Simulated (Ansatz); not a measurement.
## RbSbS3 in P4_2/mmc, a phase reached by a soft mode: following an unstable mode

Which phase does RbSbS3 in P4_2/mmc, a phase reached by a soft mode fall into along its unstable mode, and how much energy does it gain?

Program: Ansatz 0.2.0. Level of theory: DFT PBEsol, scalar-relativistic, plane waves, PAW; PAW set soft_1. Results are calculated unless marked as measured.

Most raw output is cut from this account.

The structure was built from a prototype and need not be the compound's stable phase.

### 1. The starting structure

It takes space group P4_2/mmc (No. 131, tetragonal). The conventional cell has a = 4.993 Å, b = 4.993 Å, c = 10.418 Å, α = 90.00°, β = 90.00°, γ = 90.00°. Rb has 12 S at 3.20 to 4.06 Å nearest. Sb has 6 S at 2.57 to 2.60 Å nearest. Nearest to S lie 2 Sb at 2.60 Å and 4 Rb at 3.53 Å. Nearest to S lie 2 Sb at 2.57 Å and 4 Rb at 3.20 to 4.06 Å. Farther neighbours and most contacts between anions are not listed.

### 2. Modes at Γ

This phase was reached earlier by freezing in an unstable mode of a structure of higher symmetry and relaxing. Its zone-centre modes can show that it is still unstable.

Input file input.yaml:

```yaml
crystal:
  lattice:
    - [4.9931665696, 0.0, 0.0]
    - [0.0, 4.9931665696, 0.0]
    - [0.0, 0.0, 10.4183272657]
  atoms:
    - { symbol: Rb, position: [0.0, 0.0, 0.0] }
    - { symbol: Rb, position: [0.0, 0.0, 0.5] }
    - { symbol: Sb, position: [0.5, 0.5, 0.25] }
    - { symbol: Sb, position: [0.5, 0.5, 0.75] }
    - { symbol: S, position: [0.5, 0.5, 0.5] }
    - { symbol: S, position: [0.5, 0.5, 0.0] }
    - { symbol: S, position: [0.5, 0.0, 0.1925476471] }
    - { symbol: S, position: [0.5, 0.0, 0.8074523529] }
    - { symbol: S, position: [0.0, 0.5, 0.3074523529] }
    - { symbol: S, position: [0.0, 0.5, 0.6925476471] }
kpoints:
  mp_grid: { grid: [8, 8, 4] }
hamiltonian:
  xc: pbesol
  pseudopotentials: { kind: paw, azcp: { folder: soft_1 }, xc_functional: pbe }
scf:
  occupations: { method: methfessel_paxton, width: 0.2 }
output:
  eigenvalues: true
phonons:
  method: dfpt
```

Command:

```
ansatz run input.yaml --threads 8 --pin off --max-ram 16384MiB --backend cpu --events-out ev --progress --plain --runs-dir out
```

The job ended after 2.3 min (8 threads of Arm Neoverse V2, shared host; peak memory 3.4 GiB; 18 min of CPU time).

Numbers from this step:

| Property | Result |
| --- | --- |
| volume per atom | 25.97 Å³ |
| gap on the k-mesh | 0 eV |
| sum-rule residual before enforcement | 8.03e-5 eV/Å² |
| point group | 4/mmm |
| highest optical mode at the zone centre (no LO-TO term) | 211.8 cm⁻¹ |
| lowest optical zone-centre mode | -54.17 cm⁻¹ |

Patterns of degenerate modes are one choice out of their space. The modes at Γ (shares of kinetic energy by element, %) (negative means imaginary):

| mode | frequency (cm⁻¹) | symmetry | Rb % | Sb % | S % |
| --- | --- | --- | --- | --- | --- |
| 1 | -54.2 | Eu | 22 | 16 | 62 |
| 2 | -54.2 | Eu | 22 | 16 | 62 |
| 3 | -18.0 | Eu | 30 | 31 | 39 |
| 4 | -18.0 | Eu | 30 | 31 | 39 |
| 5 | 0.0 | acoustic | 28 | 40 | 32 |
| 6 | 0.0 | acoustic | 28 | 40 | 32 |
| 7 | 0.0 | acoustic | 28 | 40 | 32 |
| 8 | 12.5 | B2u | 60 | 0 | 40 |
| 9 | 25.3 | Eg | 0 | 91 | 9 |
| 10 | 25.3 | Eg | 0 | 91 | 9 |
| 11 | 62.6 | Eu | 60 | 5 | 35 |
| 12 | 62.6 | Eu | 60 | 5 | 35 |
| 13 | 73.2 | A2u | 49 | 48 | 3 |
| 14 | 82.6 | Eg | 0 | 2 | 98 |
| 15 | 82.6 | Eg | 0 | 2 | 98 |
| 16 | 105.5 | Eu | 13 | 0 | 87 |
| 17 | 105.5 | Eu | 13 | 0 | 87 |
| 18 | 117.0 | A2u | 19 | 12 | 69 |
| 19 | 128.3 | B2u | 40 | 0 | 60 |
| 20 | 133.4 | B1g | 0 | 48 | 52 |
| 21 | 148.2 | Eu | 45 | 1 | 54 |
| 22 | 148.2 | Eu | 45 | 1 | 54 |
| 23 | 155.8 | A1g | 0 | 0 | 100 |
| 24 | 157.1 | A2u | 4 | 0 | 96 |
| 25 | 177.9 | B1g | 0 | 52 | 48 |
| 26 | 194.1 | Eg | 0 | 7 | 93 |
| 27 | 194.1 | Eg | 0 | 7 | 93 |
| 28 | 211.6 | B2u | 0 | 0 | 100 |
| 29 | 211.8 | Eu | 2 | 7 | 90 |
| 30 | 211.8 | Eu | 2 | 7 | 90 |

Displacements in mode 1 (-54.2 cm⁻¹), the largest set to 1:
```
Rb1  0.00  0.36  0.00
Rb2 -0.01 -0.06  0.00
Sb3  0.00 -0.19  0.00
Sb4  0.00 -0.19  0.00
S5  -0.02 -0.10  0.00
S6   0.00  1.00  0.00
S7   0.00 -0.08  0.00
S8   0.00 -0.08  0.00
S9   0.00 -0.06  0.00
S10  0.00 -0.06  0.00
```

Displacements in mode 24 (157.1 cm⁻¹), the largest set to 1:
```
Rb1  0.00  0.00  0.18
Rb2  0.00  0.00  0.18
Sb3  0.00  0.00 -0.01
Sb4  0.00  0.00 -0.01
S5   0.00  0.00  1.00
S6   0.00  0.00  1.00
S7   0.00  0.00 -0.72
S8   0.00  0.00 -0.72
S9   0.00  0.00 -0.72
S10  0.00  0.00 -0.72
```

Before it was imposed, the acoustic sum rule was missed by 8.0e-5 eV/Å². Small misses are needed for a sound result but don't prove that mesh and cutoff are converged. The lowest optical mode is imaginary, 54.2i cm⁻¹, so the energy falls along it.

### 3. The mode frozen in, largest atomic shift 0 Å

The mode followed lies at Γ with frequency 54.2i cm⁻¹ and is 2-fold degenerate, the softest among the wavevectors solved. At small amplitude the distorted cell has space group no. 40 by a symmetry search on the positions. The undistorted cell that holds it gives the zero of energy on the same k mesh.

input.yaml: that of step 2 with these lines changed.

```diff
@@ -24,4 +24,4 @@
 output:
+  forces: true
+  stress: true
   eigenvalues: true
-phonons:
-  method: dfpt
```

The job ended after 4.5 s (8 threads; peak memory 1.1 GiB; 34 s of CPU time).

This step gave:

```yaml
pressure: 0.006866 GPa
energy_from_the_undistorted_cell: 0 meV/atom
```

The run ends at a pressure of 0.01 GPa, with forces up to 1.4e-4 eV/Å.

### 4. The mode frozen in, largest atomic shift 0.32 Å

The atoms are moved along the unstable eigenvector, the largest shift by 0.32 Å, with the cell fixed.

input.yaml, the sections that differ from step 3:

```yaml
crystal:
  lattice:
    - [4.9931665696, 0.0, 0.0]
    - [0.0, 4.9931665696, 0.0]
    - [0.0, 0.0, 10.4183272657]
  atoms:
    - { symbol: Rb, position: [-0.0041088489, -0.0230112712, 0.0] }
    - { symbol: Rb, position: [0.0230112712, 0.0041088489, 0.5] }
    - { symbol: Sb, position: [0.4880822842, 0.5119177158, 0.25] }
    - { symbol: Sb, position: [0.4880822842, 0.5119177158, 0.75] }
    - { symbol: S, position: [0.5637841628, 0.5062289213, 0.5] }
    - { symbol: S, position: [0.4937710787, 0.4362158372, 0.0] }
    - { symbol: S, position: [0.4960998086, 0.0048110897, 0.1925476471] }
    - { symbol: S, position: [0.4960998086, 0.0048110897, 0.8074523529] }
    - { symbol: S, position: [-0.0048110897, 0.5039001914, 0.3074523529] }
    - { symbol: S, position: [-0.0048110897, 0.5039001914, 0.6925476471] }
# kpoints, hamiltonian, scf, output: as in step 3
```

It took 9.7 s on 8 threads; peak memory 1.1 GiB.

Numbers from this step:

```
pressure                         : 0.1045 GPa
energy from the undistorted cell : -3.418 meV/atom
```

The energy, extrapolated to zero smearing, is -3.42 meV/atom against the undistorted cell.

The run ends at a pressure of 0.10 GPa, with forces up to 0.11 eV/Å.

### 5. Energy along the mode, all amplitudes (two of the runs are shown above)

An imaginary frequency means negative curvature, so the energy should fall and then rise again as anharmonic terms take over.

Numbers from this step:

- depth at the lowest point sampled: 3.418 meV/atom
- largest atomic shift at that point: 0.32 Å

The energy from the parent by largest atomic shift:

| largest atomic shift (Å) | energy from the parent (meV/atom) |
| --- | --- |
| 0.000 | 0 |
| 0.040 | -0.09 |
| 0.080 | -0.351 |
| 0.140 | -1.00 |
| 0.220 | -2.14 |
| 0.320 | -3.42 |
| 0.450 | -3.38 |
| 0.600 | 1.78 |

Displacement at unit largest shift by atom:

| atom | x (Å) | y (Å) | z (Å) | size |
| --- | --- | --- | --- | --- |
| Rb1 | -0.064 | -0.359 | 0.000 | 0.365 |
| Rb2 | 0.359 | 0.064 | 0.000 | 0.365 |
| Sb3 | -0.186 | 0.186 | 0.000 | 0.263 |
| Sb4 | -0.186 | 0.186 | 0.000 | 0.263 |
| S5 | 0.995 | 0.097 | 0.000 | 1.000 |
| S6 | -0.097 | -0.995 | 0.000 | 1.000 |
| S7 | -0.061 | 0.075 | 0.000 | 0.097 |
| S8 | -0.061 | 0.075 | 0.000 | 0.097 |
| S9 | -0.075 | 0.061 | 0.000 | 0.097 |
| S10 | -0.075 | 0.061 | 0.000 | 0.097 |

The lowest of the steps tried is at 0.32 Å, 3.42 meV/atom below the parent; the bottom of the well need not coincide with a step.

### 6. Relaxation from the frozen mode

Starting from the lowest point found, all atoms and the cell are let go, so that strain and other modes of the same symmetry can join in.

input.yaml: that of step 4 with these lines changed.

```diff
@@ -27 +27,6 @@
   eigenvalues: true
+relax:
+  adjacent_minimum: "off"
+  f_tol: 0.002
+  max_steps: 120
+  cell: { stress_tol: 0.03 }
```

It took 6.7 min on 8 threads; peak memory 1.3 GiB.

Relaxation path (22 of 40):

| step | energy less that of the first step (eV) | largest force component (eV/Å) | pressure (GPa) | volume (Å³) |
| --- | --- | --- | --- | --- |
| 1 | 0.0000 | 0.1113 | 0.10 | 259.75 |
| 3 | -0.1090 | 0.1279 | 0.06 | 259.92 |
| 5 | -0.1643 | 0.1421 | 0.00 | 262.87 |
| 7 | -0.3041 | 0.3046 | -0.28 | 265.23 |
| 8 | -0.4392 | 0.3467 | -0.53 | 266.03 |
| 10 | -0.6143 | 0.3077 | 0.21 | 261.06 |
| 12 | -0.7130 | 0.0949 | 0.22 | 263.40 |
| 14 | -0.7543 | 0.0630 | 0.08 | 263.59 |
| 16 | -0.7718 | 0.1176 | 0.30 | 266.06 |
| 18 | -0.7830 | 0.1653 | -0.24 | 270.13 |
| 20 | -0.7869 | 0.0882 | 0.01 | 272.53 |
| 21 | -0.7938 | 0.0364 | 0.03 | 270.85 |
| 23 | -0.7945 | 0.0040 | 0.02 | 271.23 |
| 25 | -0.7947 | 0.0022 | 0.00 | 271.29 |
| 27 | -0.7947 | 0.0035 | 0.01 | 271.24 |
| 29* | -0.8800 | 0.0026 | 0.40 | 271.25 |
| 31 | -0.8979 | 0.0188 | -0.27 | 280.58 |
| 33 | -0.9071 | 0.0082 | 0.03 | 276.67 |
| 34 | -0.9089 | 0.0205 | 0.05 | 276.41 |
| 36 | -0.9093 | 0.0037 | 0.01 | 276.63 |
| 38 | -0.9097 | 0.0020 | 0.00 | 276.63 |
| 40* | -0.9105 | 0.0007 | 0.00 | 276.67 |

Relaxation steps marked * repeat the geometry before them on a plane-wave basis chosen anew for their cell, so energy and pressure can jump there. Other such steps can lie between the rows shown. Relaxation steps 11, 20, 22, 35 were tried and not accepted.

Forces are held to the 4 operations that the run works with; a distortion that breaks them can't arise in this run.

| cell as run | before | after | change |
| --- | --- | --- | --- |
| a (Å) | 4.993 | 6.028 | +20.7 % |
| b (Å) | 4.993 | 6.028 | +20.7 % |
| c (Å) | 10.418 | 7.729 | -25.8 % |
| γ (°) | 90.00 | 99.83 | +10.9 % |
| volume (Å³/atom) | 25.97 | 27.67 | +6.5 % |

The atoms that moved most (Å, as changes of fractional coordinates times the final cell):

| atom | dx | dy | dz | length |
| --- | --- | --- | --- | --- |
| Sb3 | -0.551 | 0.551 | 0.000 | 0.779 |
| Sb4 | -0.551 | 0.551 | 0.000 | 0.779 |
| S6 | 0.493 | -0.106 | 0.000 | 0.505 |
| S5 | 0.106 | -0.493 | 0.000 | 0.505 |
| S8 | 0.136 | -0.166 | -0.444 | 0.494 |
| S7 | 0.136 | -0.166 | 0.444 | 0.494 |
| S9 | 0.166 | -0.136 | -0.444 | 0.494 |
| S10 | 0.166 | -0.136 | 0.444 | 0.494 |

Final coordinates:

```xyz
10
Lattice="6.0053 -0.5167 0.0000 -0.5167 6.0053 0.0000 0.0000 0.0000 7.7288" Properties=species:S:1:pos:R:3 pbc="T T T"
Rb    0.0097   -0.0113    0.0000
Rb    0.0113   -0.0097    3.8644
Sb    2.1155    3.3731    1.9322
Sb    2.1155    3.3731    5.7966
S     3.2305    2.2556    3.8644
S     3.2330    2.2582    0.0000
S     3.1128   -0.3938    1.9326
S     3.1128   -0.3938    5.7962
S    -0.1228    2.8925    1.9318
S    -0.1228    2.8925    5.7970
```

This step gave:

| Quantity | Value |
| --- | --- |
| pressure | -2.29e-4 GPa |
| volume per atom | 27.67 Å³ |

The distorted start has space group Ama2; the relaxation ends in Amm2.

### 7. The new phase in its own primitive cell

The relaxed structure is symmetrised, reduced to its primitive cell and relaxed tightly, as its phonons need.

System of this step: RbSbS3 (model cell, started as cubic perovskite with Sb in the octahedra). It takes space group Amm2 (No. 38, orthorhombic). Conventional cell: a = 3.864 Å, b = 7.762 Å, c = 9.224 Å, α = 90.00°, β = 90.00°, γ = 90.00°. Nearest to Rb lie 11 S at 3.49 to 3.94 Å and 2 Rb at 3.86 Å. Nearest to Sb lie 4 S at 2.29 to 2.50 Å. S has 2 Sb at 2.50 Å and 3 Rb at 3.94 Å nearest. Nearest to S lie 1 Sb at 2.29 Å and 4 Rb at 3.49 to 3.67 Å. Farther neighbours and most contacts between anions are not listed.

input.yaml, the sections that differ from step 6:

```yaml
crystal:
  lattice:
    - [3.8644183542, 0.0, 0.0]
    - [0.0, 3.8810669082, 4.6117589249]
    - [0.0, -3.8810669082, 4.6117589249]
  atoms:
    - { symbol: Rb, position: [0.0, 0.0016065565, 0.0016065565] }
    - { symbol: Sb, position: [0.5, 0.4035888931, 0.4035888931] }
    - { symbol: S, position: [0.0, 0.5747375108, 0.5747375108] }
    - { symbol: S, position: [0.5, 0.5165265514, 0.0211403232] }
    - { symbol: S, position: [0.5, 0.0211403232, 0.5165265514] }
kpoints:
  mp_grid: { grid: [10, 6, 6] }
relax:
  adjacent_minimum: "off"
  f_tol: 0.001
  max_steps: 60
  cell: { stress_tol: 0.01 }
# hamiltonian, scf, output: as in step 6
```

Run time: 16 s. Hardware: 8 threads; peak memory 0.66 GiB.

Little changed from the start: no atom moved by 0.005 Å and no cell edge by 0.1 %.

Numbers from this step:

```yaml
pressure: 9.45e-4 GPa
volume_per_atom: 27.66 Å³
```

The largest force component left is 0.35 meV/Å and the pressure is 0.001 GPa, within the tolerances set. The cell now holds 27.66 Å³/atom.

### 8. Modes of the new phase

A relaxed structure may still be a saddle point, so its zone-centre modes are computed. No field response is asked, since the mesh shows no gap.

input.yaml, the sections that differ from step 7:

```yaml
crystal:
  lattice:
    - [3.8628366447, 0.0, 0.0]
    - [0.0, 3.8807253106, 4.6131835866]
    - [0.0, -3.8807253106, 4.6131835866]
  atoms:
    - { symbol: Rb, position: [0.0, 0.0016795367, 0.0016795367] }
    - { symbol: Sb, position: [0.5, 0.4034542579, 0.4034542579] }
    - { symbol: S, position: [0.0, 0.5747103374, 0.5747103374] }
    - { symbol: S, position: [0.5, 0.5166177267, 0.0211379763] }
    - { symbol: S, position: [0.5, 0.0211379763, 0.5166177267] }
output:
  eigenvalues: true
phonons:
  method: dfpt
# kpoints, hamiltonian, scf: as in step 7
# relax: removed
```

It took 60 s on 8 threads; peak memory 1.6 GiB.

Numbers from this step:

```yaml
sum_rule_residual_before_enforcement: 1.43e-4 eV/Å²
point_group: mm2
highest_optical_mode_at_the_zone_centre_no_lo_to_term: 399.4 cm⁻¹
lowest_optical_zone_centre_mode: -41.99 cm⁻¹
```

Patterns of degenerate modes are one choice out of their space. Modes at Γ, with each element's share of the kinetic energy (negative means imaginary):

| mode | frequency (cm⁻¹) | symmetry | Rb % | Sb % | S % |
| --- | --- | --- | --- | --- | --- |
| 1 | -42.0 | B2 | 13 | 1 | 86 |
| 2 | 0.0 | acoustic | 28 | 40 | 32 |
| 3 | 0.0 | acoustic | 28 | 40 | 32 |
| 4 | 0.0 | acoustic | 28 | 40 | 32 |
| 5 | 44.2 | B1 | 44 | 33 | 22 |
| 6 | 44.2 | A2 | 0 | 0 | 100 |
| 7 | 63.7 | A1 | 71 | 20 | 10 |
| 8 | 65.3 | B2 | 59 | 15 | 26 |
| 9 | 77.9 | B1 | 27 | 1 | 72 |
| 10 | 133.0 | B2 | 0 | 16 | 84 |
| 11 | 149.4 | A1 | 1 | 10 | 89 |
| 12 | 199.6 | B1 | 0 | 26 | 74 |
| 13 | 300.8 | A1 | 0 | 14 | 86 |
| 14 | 385.5 | A1 | 0 | 17 | 83 |
| 15 | 399.4 | B2 | 0 | 28 | 72 |

Displacements in mode 1 (-42.0 cm⁻¹), the largest set to 1:
```
Rb1  0.00 -0.29  0.00
Sb2  0.00  0.07  0.00
S3   0.00  1.00  0.00
S4   0.00 -0.24 -0.44
S5   0.00 -0.24  0.44
```

Displacements in mode 15 (399.4 cm⁻¹), the largest set to 1:
```
Rb1  0.00  0.00  0.00
Sb2  0.00  0.54  0.00
S3   0.00 -0.05  0.00
S4   0.00 -1.00  0.64
S5   0.00 -1.00 -0.64
```

Before it was imposed, the acoustic sum rule was missed by 1.4e-4 eV/Å². Small misses are needed for a sound result but don't prove that mesh and cutoff are converged. The lowest optical mode is imaginary, 42.0i cm⁻¹, so the energy falls along it.

### 9. The phases reached

The phases reached along the modes that were followed are set side by side.

Energies are those of the first relaxation, on the mesh of the frozen mode; space group, volume and gap are those of the last relaxation. Phases, by row:

| mode frozen in | space group | energy from parent (meV/atom) | volume (Å³/atom) | gap on mesh (eV) | lowest zone-centre optical mode (cm⁻¹) | largest shift (Å) |
| --- | --- | --- | --- | --- | --- | --- |
| parent | P4_2/mmc | 0 | 25.98 | 0 | – | – |
| q = (0, 0, 0), 54i cm⁻¹ | Pmm2 | -103.4 | 28.08 | 0 | 27.5 | 0.593 |
| q = (0, 0, 0), 54i cm⁻¹ | Amm2 | -94.64 | 27.66 | 0 | -42 | 0.922 |

### 10. Outcome

| Quantity | Value |
| --- | --- |
| unstable mode of the parent | q = (0, 0, 0), 54i cm⁻¹ |
| depth at the lowest point sampled | 3.42 meV/atom |
| largest atomic shift at that point | 0.32 Å |
| space group reached (within 0.01 Å) | Amm2 |
| energy gained over the parent (first relaxation, on the mesh of the frozen mode) | 94.6 meV/atom |
| volume per atom, phase reached | 27.7 Å³ |
| lowest optical zone-centre mode, phase reached | -42.0 cm⁻¹ |
| highest optical mode at the zone centre (no LO-TO term), phase reached | 399 cm⁻¹ |

In words: From this start the structure relaxes into Amm2, 94.6 meV/atom below the parent. At the parent's cell the well is 3.418 meV/atom deep on the steps tried, with its lowest point at a shift of 0.32 Å. Relaxing atoms and cell changes the gain by +91.22 meV/atom against the lowest step (energies at zero smearing). Most of the total comes from this relaxation. The frozen pattern makes up only 13 % of the final shifts of the atoms, so other modes or strain give most of the change. The new phase still has an imaginary mode at the zone centre of its cell, so it is a saddle point on the way to a lower structure. Of the 2 patterns followed to their end from this parent, this one ends 8.79 meV/atom above the lowest, Pmm2. Each path keeps the symmetry of its pattern, so a lower phase may lie along a pattern not tried. With no gap, or one that is small against the smearing, the frequencies hang on the k mesh and the smearing, most of all near Kohn anomalies. A semilocal functional can close a gap that the real compound would have, so the metallic treatment may be an artefact of the level. Spin-orbit coupling is left out, which can matter for the heavy elements here. The PAW files were made for PBE and serve the other functionals too. The starting cell was built on a prototype and not taken from a measurement, so the phase need not exist.

[Logs are printed without paths, hosts, clocks, repeated set-up lines and the standing remarks that a program may print on its own settings, such as how far it seeks lower states.]

[Hosts, paths, dates, database ids (printed as entryN), source tags and the programs' standing remarks are cut or masked in the printed files.]
